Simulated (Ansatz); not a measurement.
# Decaying states in the gap of Li2LaLuO4, part 2 of 3

Aim: relax a made-up compound, Li2LaLuO4, and see how good a tunnel barrier it would be. It is built by putting La for part of the Lu in the LiLuO2 structure of space group I4_1/amd, with the volume rescaled by atomic radii. The parent structure comes from the Materials Project.

Ansatz 0.2.0; PBEsol DFT, plane waves, PAW files (the session's first sound run).

So far. Step 2 (Relaxing the new crystal): The largest force component on a free atom ends at 2.3e-4 eV/Å.

The structure was built from a prototype and need not be the compound's stable phase.

## Step 3: Band edges

The energy window and the wavevectors of the next steps follow from the band edges, so these are searched first, off the mesh as well.

input.yaml

```yaml
crystal:
  lattice:
    - [-2.230682788, 2.230682788, 5.4692075154]
    - [2.230682788, -2.230682788, 5.4692075154]
    - [2.230682788, 2.230682788, -5.4692075154]
  atoms:
    - { symbol: Li, position: [0.25, 0.75, 0.5] }
    - { symbol: Li, position: [0.5, 0.5, 0.0] }
    - { symbol: Lu, position: [0.0, 0.0, 0.0] }
    - { symbol: La, position: [0.75, 0.25, 0.5] }
    - { symbol: O, position: [0.7970810217, 0.7970810217, 0.0] }
    - { symbol: O, position: [0.2029189783, 0.2029189783, 0.0] }
    - { symbol: O, position: [0.5190570356, 0.0190570356, 0.5] }
    - { symbol: O, position: [0.9809429644, 0.4809429644, 0.5] }
kpoints:
  mp_grid: { grid: [8, 8, 8] }
  band_path: { path: [VBM, CBM], npoints: 30 }
scf:
  occupations: { method: fixed }
hamiltonian:
  xc: pbesol
output:
  eigenvalues: true
  write_potential: true
  write_density: true
  volumetric_format: npy
  elf: true
```

On the command line:

```
> ansatz run input.yaml --threads 2 --pin off --max-ram 4096MiB --backend cpu --events-out ev --progress --plain --runs-dir out
```

Numbers of over 12 decimals in the logs are rounded to 6 here.

Output:

```text
[...]
Crystal: 8 atoms, lattice volume = 108.858 Å³
Basis set: ecut = 420 eV, 2131 PW (Γ)
Bands: 41, of which v1, the nominal top of the filled ones, is band 33 counted from 1 (32 counted from 0)
Symmetry: 8 space group operations
[...]
k-points: 59 of 512 (time reversal used)
[...]
SCF iter   1: F=—  HF=-23434.632517 eV  |F-HF|=—  |Δ(HF+E_count)|=         —  Δρ=1.44e-2  dr2=1.98e-1  ethr=1.77e-3  ⟨swp⟩=6.7  Hψ=9623  notcnv=0  defer=295
[...]
SCF iter   9: F=-23434.582287 eV  HF=-23434.582287 eV  |F-HF|=1.00e-8  |Δ(HF+E_count)|=   4.32e-8  Δρ=6.03e-6  dr2=6.13e-8  ethr=1.52e-10  ⟨swp⟩=13.7  Hψ=16188  notcnv=0
SCF 1 converged in 9 iterations: F = -23434.582287 eV  dr2 = 6.13e-8
[...]
NSCF: frozen V_eff on 30 k-points
[...]
SCF converged after 9 iterations
Free energy (F): -23434.582287 eV
[...]
Internal energy: -23434.582287 eV  (E = F + TS)
E sigma→0 (E₀):  -23434.582287 eV
Fermi energy:    8.069980 eV
[...]
--- Band table (eV; the first three rows and the last of 59) ---
  k-point 0: bands = [... 29 lower, 7.4172, 7.4582, 7.9046, 7.9046, 11.2254, 12.5364, 13.2096, 13.2096, ... 4 higher]
  k-point 1: bands = [... 29 lower, 7.3142, 7.5536, 7.5597, 7.6903, 11.6064, 12.8831, 13.0589, 13.3160, ... 4 higher]
  k-point 2: bands = [... 29 lower, 6.9549, 7.0823, 7.1545, 7.5800, 12.4136, 12.8651, 13.3734, 13.4158, ... 4 higher]
  k-point 58: bands = [... 29 lower, 7.1195, 7.4690, 8.0700, 8.0700, 12.7380, 12.7380, 12.7871, 12.8922, ... 4 higher]
```

Wall time 21 s (2 threads of Intel Xeon Platinum 8488C (Sapphire Rapids), shared host); peak memory 0.6 GiB.

The column dr2 measures how far the density is from self-consistency, as an energy; F and HF (Harris–Foulkes) agree once it is small.

This step gave:

* Fermi energy: 8.070 eV
* gap on the k-mesh: 3.155 eV
* gap on path: 3.155 eV, by band count; negative where bands overlap
* direct gap on path: 3.321 eV
* edge places on path: 0, 2.073 1/A along the path

The electronic bands at the labelled points (eV, zero at the Fermi level (highest filled level under fixed occupations); v1 is the highest filled band, c1 the lowest empty one):

```csv
point,v4,v3,v2,v1,c1,c2,c3,c4
VBM,-0.95,-0.60,0.00,0.00,4.67,4.67,4.72,4.82
halfway,-1.19,-1.06,-0.93,-0.55,4.20,5.13,5.36,5.48
CBM,-0.65,-0.61,-0.17,-0.17,3.16,4.47,5.14,5.14
```

Valence density in the ab plane of the cell as run, not the conventional one, at fractional z = 0.000, with atoms of Li and Lu and O within 0.2 Å of it. It is the smooth field of the valence electrons, not physical close to the nuclei.

Values in e/Å³, 10 rows by 16 columns, each cell a mean:
```
21 13  2  0  0  0  0  0  0  0  0  1  1  1  1  8
 1  1  1  0  0  0  0  0  0  0  1  3  6  4  1  1
 0  0  0  0  0  0  0  0  0  0  0  1  3  5  2  1
 0  0  0  0  0  0  0  0  0  0  0  0  0  1  1  0
 0  0  0  0  0  0  0  4  5  1  0  0  0  0  0  0
 0  0  0  0  0  0  0  1  3  1  0  0  0  0  0  0
 0  1  1  1  0  0  0  0  0  0  0  0  0  0  0  0
 0  1  4  6  3  1  0  0  0  0  0  0  0  0  0  0
 2  1  2  4  4  1  0  0  0  0  0  0  0  1  3  4
28  7  1  0  1  0  0  0  0  0  0  0  0  1  6 26
```
Columns run along a (6.3 Å), rows up along b (6.3 Å). Atoms in or near the plane, at fractional coordinates: Li at (0.50, 0.50), Lu at (0.00, 0.00), O at (0.80, 0.80), O at (0.20, 0.20).

ELF in the ab plane of the cell as run, not the conventional one, at fractional z = 0.000, with atoms of Li and Lu and O within 0.2 Å of it. It is the smooth field of the valence electrons, not physical close to the nuclei.

Ten even steps from '0' (0.12 × 1e-1) to '9' (9.88 × 1e-1), each cell a mean:
```
887201100014674258
887300000015787525
454200000015875752
011000000014773574
200000000003687787
310000000001467876
200000001000134554
000000038610001111
000000039960000000
000000007981000000
233321000330000000
467764100000000001
578787410000000001
377468620000000000
147547730000000232
524778730000001477
862477630000101588
885135420002320488
```
Columns run along a (6.3 Å), rows up along b (6.3 Å). Atoms in or near the plane, at fractional coordinates: Li at (0.50, 0.50), Lu at (0.00, 0.00), O at (0.80, 0.80), O at (0.20, 0.20).

Electrostatic potential energy in the ab plane of the cell as run, not the conventional one, at fractional z = 0.000, with atoms of Li and Lu and O within 0.2 Å of it. With pseudopotentials it is smooth inside the atoms' cores, unlike the true potential.

Ten even steps from '0' (-52 eV) to '9' (12 eV), each cell a mean:
```
002799999999999840
103699999999856874
655799999999732588
988899999999830269
999999999999973359
999999999999998789
999999987899999999
999999975689999999
999999974368999999
999999986457999999
999999998778999999
998999999999999999
985479999999999999
984127999999999999
896214999999998767
478645899999998532
037988999999998500
004899999999999610
```
Columns run along a (6.3 Å; values clipped at the 3rd and 97th percentile), rows up along b (6.3 Å). Atoms in or near the plane, at fractional coordinates: Li at (0.50, 0.50), Lu at (0.00, 0.00), O at (0.80, 0.80), O at (0.20, 0.20).

The searched edges give 3.16 eV, as on the mesh.

## Step 4: Complex bands

This step: PBEsol DFT, plane waves, PAW files; complex bands by layer matching along the plane's normal (Ansatz 0.2.0).

The same crystal is laid in a cell whose first two vectors span the (001) plane (indices of the standard conventional cell, whose axes can be ordered otherwise than in the bulk input). At fixed energy and wavevector in the plane the solver finds all kz, real and complex. A few wavevectors are listed, (0, 0) and (0.5, 0) in units of the plane's reciprocal vectors; the slowest state needn't be among them.

input.yaml

```yaml
crystal:
  lattice:
    - [4.461365576, 0.0, 0.0]
    - [0.0, 4.461365576, 0.0]
    - [2.230682788, 2.230682788, 5.469207515]
  atoms:
    - { symbol: Li, position: [0.25, 0.75, 0.5] }
    - { symbol: Li, position: [0.5, 0.5, 0.0] }
    - { symbol: Lu, position: [0.0, 0.0, 0.0] }
    - { symbol: La, position: [0.75, 0.25, 0.5] }
    - { symbol: O, position: [0.2029189783, 0.2029189783, 0.5941620434] }
    - { symbol: O, position: [0.7970810217, 0.7970810217, 0.4058379566] }
    - { symbol: O, position: [0.9809429644, 0.4809429644, 0.0381140712] }
    - { symbol: O, position: [0.5190570356, 0.0190570356, 0.9618859288] }
kpoints:
  mp_grid: { grid: [6, 6, 6] }
scf:
  occupations: { method: fixed }
hamiltonian:
  xc: pbesol
output:
  eigenvalues: true
  transmission:
    leads: [[0, 0]]
    kpoints: [[0.0, 0.0], [0.5, 0.0]]
    e_range: [-1.0, 4.16]
    de: 0.13
```

Output:

```text
[...]
Crystal: 8 atoms, lattice volume = 108.858 Å³
Basis set: ecut = 420 eV, 2131 PW (Γ)
Bands: 41, of which v1, the nominal top of the filled ones, is band 33 counted from 1 (32 counted from 0)
Symmetry: 8 space group operations
[...]
k-points: 30 of 216 (time reversal used)
[...]
SCF iter   1: F=—  HF=-23434.632721 eV  |F-HF|=—  |Δ(HF+E_count)|=         —  Δρ=1.44e-2  dr2=1.98e-1  ethr=1.77e-3  ⟨swp⟩=6.5  Hψ=4863  notcnv=0  defer=147
[...]
SCF iter   9: F=-23434.582197 eV  HF=-23434.582197 eV  |F-HF|=8.28e-9  |Δ(HF+E_count)|=   6.35e-8  Δρ=5.72e-6  dr2=5.81e-8  ethr=1.52e-10  ⟨swp⟩=13.5  Hψ=8182  notcnv=0
SCF 1 converged in 9 iterations: F = -23434.582197 eV  dr2 = 5.81e-8
[...]
transmission: 8 of 16 steps passed
transmission: 16 of 16 steps passed
SCF converged after 9 iterations
Free energy (F): -23434.582197 eV
[...]
Internal energy: -23434.582197 eV  (E = F + TS)
E sigma→0 (E₀):  -23434.582197 eV
Fermi energy:    8.069975 eV
[...]
--- Band table (eV; the first three rows and the last of 30) ---
  k-point 0: bands = [... 29 lower, 7.4172, 7.4582, 7.9046, 7.9046, 11.2253, 12.5364, 13.2096, 13.2096, ... 4 higher]
  k-point 1: bands = [... 29 lower, 7.3363, 7.3363, 7.9602, 7.9602, 11.5738, 12.6151, 13.0664, 13.0664, ... 4 higher]
  k-point 2: bands = [... 29 lower, 7.1927, 7.4252, 8.0395, 8.0395, 12.2853, 12.8343, 12.8361, 12.8361, ... 4 higher]
  k-point 29: bands = [... 29 lower, 6.8599, 6.8662, 7.2399, 7.5258, 12.3115, 13.2109, 13.4162, 13.5498, ... 4 higher]
--- Transmission ---
  basis      : 177 plane waves across, 8 finite elements along
  points     : 2, as listed
  energies   : 40 from -1.000000 to 4.070000 eV about the Fermi level, 0.130000 eV apart; the leads are filled to 1.577677 eV, and channels, transmission and decay are at 1.600000 eV
  crystal 0  : O4Li2Lu1La1, at the sites [0, 0], period 5.4692 Å: whole cells are its period
    offset         : up to 0.0000 Å between an atom of the period and one for which it stands
    channels       : 0.000000e0 a spin
    conductance    : none, the energies end too early or step too widely for 300 K: set another output.transmission.e_range or a lower de, or, where they end at an eighth of basis.ecutwfc, a higher one
    slowest decay  : 0.2991 /Å at (0.0000, 0.0000)
```

It took 23 s on 2 threads; peak memory 0.64 GiB; 34 s of CPU time.

This step gave:

```
free energy                                               : -23434.5822 eV
level to which the leads are filled                       : 1.578 eV from the Fermi level
decay constant at the filling level, zone centre          : 0.2991 Å⁻¹
decay constant at the filling level, slowest listed point : 0.2991 Å⁻¹
```

K parallel (0, 0); values up to 1.5 1/Å, a degenerate pair printed once or twice; energies at which all values exceed this have no row. Table of Im kz of the slowest decaying states by energy, zero at the highest filled level on the SCF mesh:

```csv
energy (eV),decay 1 (Å⁻¹),decay 2 (Å⁻¹),decay 3 (Å⁻¹),decay 4 (Å⁻¹)
-1.00,0.140,0.187,0.764,1.20
-0.74,0.236,0.963,1.26,-
-0.61,0.0226,0.122,0.166,0.955
-0.35,0.194,0.216,0.264,0.942
-0.22,0.150,0.150,0.225,0.297
0.04,0.222,0.222,0.265,0.342
0.17,0.278,0.359,0.531,1.15
0.43,0.297,0.387,0.603,1.16
0.56,0.303,0.398,0.626,1.14
0.82,0.310,0.416,0.661,1.11
1.08,0.311,0.429,0.688,1.08
1.21,0.310,0.435,0.699,1.06
1.47,0.304,0.444,0.719,1.03
1.60,0.299,0.447,0.727,1.01
1.86,0.286,0.452,0.743,0.967
1.99,0.277,0.454,0.751,0.946
2.25,0.254,0.455,0.766,0.902
2.51,0.224,0.455,0.786,0.854
2.64,0.204,0.454,0.800,0.829
2.90,0.149,0.450,0.773,0.775
3.03,0.107,0.447,0.710,0.746
3.29,0.439,0.632,0.682,0.944
3.42,0.434,0.599,0.647,0.950
3.68,0.422,0.534,0.568,0.957
3.81,0.415,0.501,0.523,0.959
4.07,0.397,0.413,0.425,0.96
```

K parallel (0.5, 0); values up to 1.5 1/Å, a degenerate pair printed once or twice; energies at which all values exceed this have no row. The Im kz of the slowest decaying states by energy, zero at the highest filled level on the SCF mesh:

```csv
energy (eV),decay 1 (Å⁻¹),decay 2 (Å⁻¹),decay 3 (Å⁻¹),decay 4 (Å⁻¹)
-1.00,0.173,0.184,0.559,0.808
-0.74,0.126,0.285,0.539,0.832
-0.61,0.149,0.314,0.505,0.841
-0.35,0.344,0.405,0.855,-
-0.22,0.0290,0.373,0.861,-
0.04,0.414,0.481,0.869,-
0.17,0.430,0.520,0.871,-
0.43,0.442,0.468,0.571,0.874
0.56,0.446,0.484,0.589,0.875
0.82,0.454,0.508,0.618,0.874
1.08,0.460,0.526,0.640,0.871
1.21,0.462,0.533,0.649,0.869
1.47,0.464,0.546,0.665,0.862
1.60,0.464,0.552,0.672,0.858
1.86,0.462,0.560,0.684,0.849
1.99,0.460,0.564,0.689,0.843
2.25,0.455,0.571,0.699,0.830
2.51,0.446,0.576,0.709,0.815
2.64,0.441,0.578,0.715,0.806
2.90,0.428,0.582,0.727,0.787
3.03,0.420,0.584,0.734,0.775
3.29,0.402,0.587,0.750,0.756
3.42,0.391,0.590,0.735,0.774
3.68,0.364,0.595,0.701,0.859
3.81,0.347,0.598,0.681,1.00
4.07,0.304,0.609,0.633,0.738
```

At the listed wavevectors the last open channel is at -0.09 eV and the next at +3.16 eV on the grid. At +1.60 eV, the grid energy nearest the filling level (the middle of the gap on the SCF mesh), the slowest state at the listed wavevectors decays with κ = 0.299 Å⁻¹, its amplitude falling by e over 3.3 Å. Through 1 nm of this crystal that state's transmission falls by exp(−2 × 0.299 Å⁻¹ × 10 Å) = 0.0025.

## Step 5: Decay over the two-dimensional zone

The listed points could miss the slowest state, so one energy near mid-gap is solved on a mesh of 8×8.

input.yaml, as its differences from that of step 4:

```diff
@@ -22,6 +22,2 @@
   eigenvalues: true
-  transmission:
-    leads: [[0, 0]]
-    kpoints: [[0.0, 0.0], [0.5, 0.0]]
-    e_range: [-1.0, 4.16]
-    de: 0.13
+  transmission: { leads: [[0, 0]], kmesh: [8, 8], e_range: [1.58, 1.59], de: 0.05 }
```

Output:

```text
[...]
Crystal: 8 atoms, lattice volume = 108.858 Å³
Basis set: ecut = 420 eV, 2131 PW (Γ)
Bands: 41, of which v1, the nominal top of the filled ones, is band 33 counted from 1 (32 counted from 0)
Symmetry: 8 space group operations
[...]
k-points: 30 of 216 (time reversal used)
[...]
SCF iter   1: F=—  HF=-23434.632721 eV  |F-HF|=—  |Δ(HF+E_count)|=         —  Δρ=1.44e-2  dr2=1.98e-1  ethr=1.77e-3  ⟨swp⟩=6.5  Hψ=4863  notcnv=0  defer=147
[...]
SCF iter   9: F=-23434.582197 eV  HF=-23434.582197 eV  |F-HF|=8.28e-9  |Δ(HF+E_count)|=   6.35e-8  Δρ=5.72e-6  dr2=5.81e-8  ethr=1.52e-10  ⟨swp⟩=13.5  Hψ=8182  notcnv=0
SCF 1 converged in 9 iterations: F = -23434.582197 eV  dr2 = 5.81e-8
[...]
transmission: 24 of 200 steps passed
transmission: 48 of 200 steps passed
[...]
transmission: 200 of 200 steps passed
SCF converged after 9 iterations
Free energy (F): -23434.582197 eV
[...]
Internal energy: -23434.582197 eV  (E = F + TS)
E sigma→0 (E₀):  -23434.582197 eV
Fermi energy:    8.069975 eV
[...]
--- Band table (eV; the first three rows and the last of 30) ---
  k-point 0: bands = [... 29 lower, 7.4172, 7.4582, 7.9046, 7.9046, 11.2253, 12.5364, 13.2096, 13.2096, ... 4 higher]
  k-point 1: bands = [... 29 lower, 7.3363, 7.3363, 7.9602, 7.9602, 11.5738, 12.6151, 13.0664, 13.0664, ... 4 higher]
  k-point 2: bands = [... 29 lower, 7.1927, 7.4252, 8.0395, 8.0395, 12.2853, 12.8343, 12.8361, 12.8361, ... 4 higher]
  k-point 29: bands = [... 29 lower, 6.8599, 6.8662, 7.2399, 7.5258, 12.3115, 13.2109, 13.4162, 13.5498, ... 4 higher]
--- Transmission ---
  basis      : 177 plane waves across, 8 finite elements along
  points     : 25, standing for a mesh of 8 x 8
  energies   : 1 from 1.580000 to 1.580000 eV about the Fermi level; the leads are filled to 1.577677 eV, and channels, transmission and decay are at 1.580000 eV
[...]
channels       : 0.000000e0 a spin
    conductance    : none, crystal 0 has no channel at the energies, or these end too early or step too widely for 300 K: set another output.transmission.e_range or a lower de, or, where they end at an eighth of basis.ecutwfc, a higher one
    slowest decay  : 0.2999 /Å at (0.0000, 0.0000)
```

Run time: 18 s. Hardware: 2 threads; peak memory 0.72 GiB.

Numbers from this step:

```yaml
least_decay_constant_on_the_mesh: 0.2999 Å⁻¹
```

Slowest decay constant (1/Å; 0 where a channel is open) over k1 and k2. At 1.5800 eV from the Fermi level.

Ten even steps from '0' (0.300) to '9' (0.488):
```
88888888
88875788
98721278
88510158
98721278
88875788
88888888
78898988
```
Columns: k1 (b1) from -0.5 to 0.375; rows upwards: k2 (b2) from -0.5 to 0.375.

The least value on the mesh is 0.300 Å⁻¹ at +1.58 eV. At that energy the listed points give about 0.300 Å⁻¹ by interpolation, so the mesh holds no clearly slower state.

## Step 6: Band edges at another level

This step: PBE DFT, plane waves, PAW files (Ansatz 0.2.0).

The edges again with PBE, at the same atoms.

input.yaml

```yaml
crystal:
  lattice:
    - [-2.230682788, 2.230682788, 5.4692075154]
    - [2.230682788, -2.230682788, 5.4692075154]
    - [2.230682788, 2.230682788, -5.4692075154]
  atoms:
    - { symbol: Li, position: [0.25, 0.75, 0.5] }
    - { symbol: Li, position: [0.5, 0.5, 0.0] }
    - { symbol: Lu, position: [0.0, 0.0, 0.0] }
    - { symbol: La, position: [0.75, 0.25, 0.5] }
    - { symbol: O, position: [0.7970810217, 0.7970810217, 0.0] }
    - { symbol: O, position: [0.2029189783, 0.2029189783, 0.0] }
    - { symbol: O, position: [0.5190570356, 0.0190570356, 0.5] }
    - { symbol: O, position: [0.9809429644, 0.4809429644, 0.5] }
kpoints:
  mp_grid: { grid: [8, 8, 8] }
  band_path: { path: [VBM, CBM], npoints: 30 }
scf:
  occupations: { method: fixed }
hamiltonian:
  xc: pbe
output:
  eigenvalues: true
```

Output:

```text
basis.fft_grid_basis auto: the FFT boxes are laid along the combinations [[1, 0, 1], [0, 1, 1], [0, 0, 1]] of the cell's own vectors, 4.461, 4.461 and 6.314 Å long. The dense box has 30×30×45 points. Along the cell's own vectors, as sized, it would have 45×45×45, 2.25 times as many. Of the 8 symmetry operations that the crystal satisfies within crystal.symmetry.tolerance (time reversal apart; of a slab, those that ke [...]
[...]
Crystal: 8 atoms, lattice volume = 108.858 Å³
Basis set: ecut = 420 eV, 2131 PW (Γ), FFT grids on a1+a3, a2+a3, a3
Bands: 41, of which v1, the nominal top of the filled ones, is band 33 counted from 1 (32 counted from 0)
Symmetry: 8 space group operations
[...]
k-points: 59 of 512 (time reversal used)
[...]
SCF iter   1: F=—  HF=-23673.976177 eV  |F-HF|=—  |Δ(HF+E_count)|=         —  Δρ=2.58e-3  dr2=5.04e-3  ethr=1.77e-3  ⟨swp⟩=6.6  Hψ=9586  notcnv=0  defer=294
[...]
SCF iter   9: F=-23673.974509 eV  HF=-23673.974509 eV  |F-HF|=6.26e-9  |Δ(HF+E_count)|=   3.58e-8  Δρ=3.64e-6  dr2=1.75e-8  ethr=1.52e-10  ⟨swp⟩=14.4  Hψ=14397  notcnv=0
SCF 1 converged in 9 iterations: F = -23673.974509 eV  dr2 = 1.75e-8
[...]
SCF converged after 9 iterations
Free energy (F): -23673.974509 eV
[...]
Internal energy: -23673.974509 eV  (E = F + TS)
E sigma→0 (E₀):  -23673.974509 eV
Fermi energy:    8.209672 eV
[...]
--- Band table (eV; the first three rows and the last of 59) ---
  k-point 0: bands = [... 29 lower, 7.5624, 7.6030, 8.0479, 8.0479, 11.4854, 12.7931, 13.3985, 13.3985, ... 4 higher]
  k-point 1: bands = [... 29 lower, 7.4583, 7.7009, 7.7041, 7.8368, 11.8594, 13.1256, 13.2560, 13.5013, ... 4 higher]
  k-point 2: bands = [... 29 lower, 7.1012, 7.2329, 7.3022, 7.7256, 12.6543, 13.0734, 13.5394, 13.6016, ... 4 higher]
  k-point 58: bands = [... 29 lower, 7.2672, 7.6196, 8.2097, 8.2097, 12.9584, 12.9584, 13.0089, 13.1267, ... 4 higher]
```

Wall time 21 s (2 threads); peak memory 0.55 GiB; 42 s of CPU time.

Numbers from this step:

- free energy: -23673.9745 eV
- Fermi energy: 8.210 eV
- gap on the k-mesh: 3.276 eV
- gap on path: 3.276 eV, by band count; negative where bands overlap
- direct gap on path: 3.438 eV

[end of part 2 of 3]

[Logs are printed without paths, hosts, clocks, repeated set-up lines and the standing remarks that a program may print on its own settings, such as how far it seeks lower states.]

[Hosts, paths, dates, database ids (printed as entryN), source tags and the programs' standing remarks are cut or masked in the printed files.]
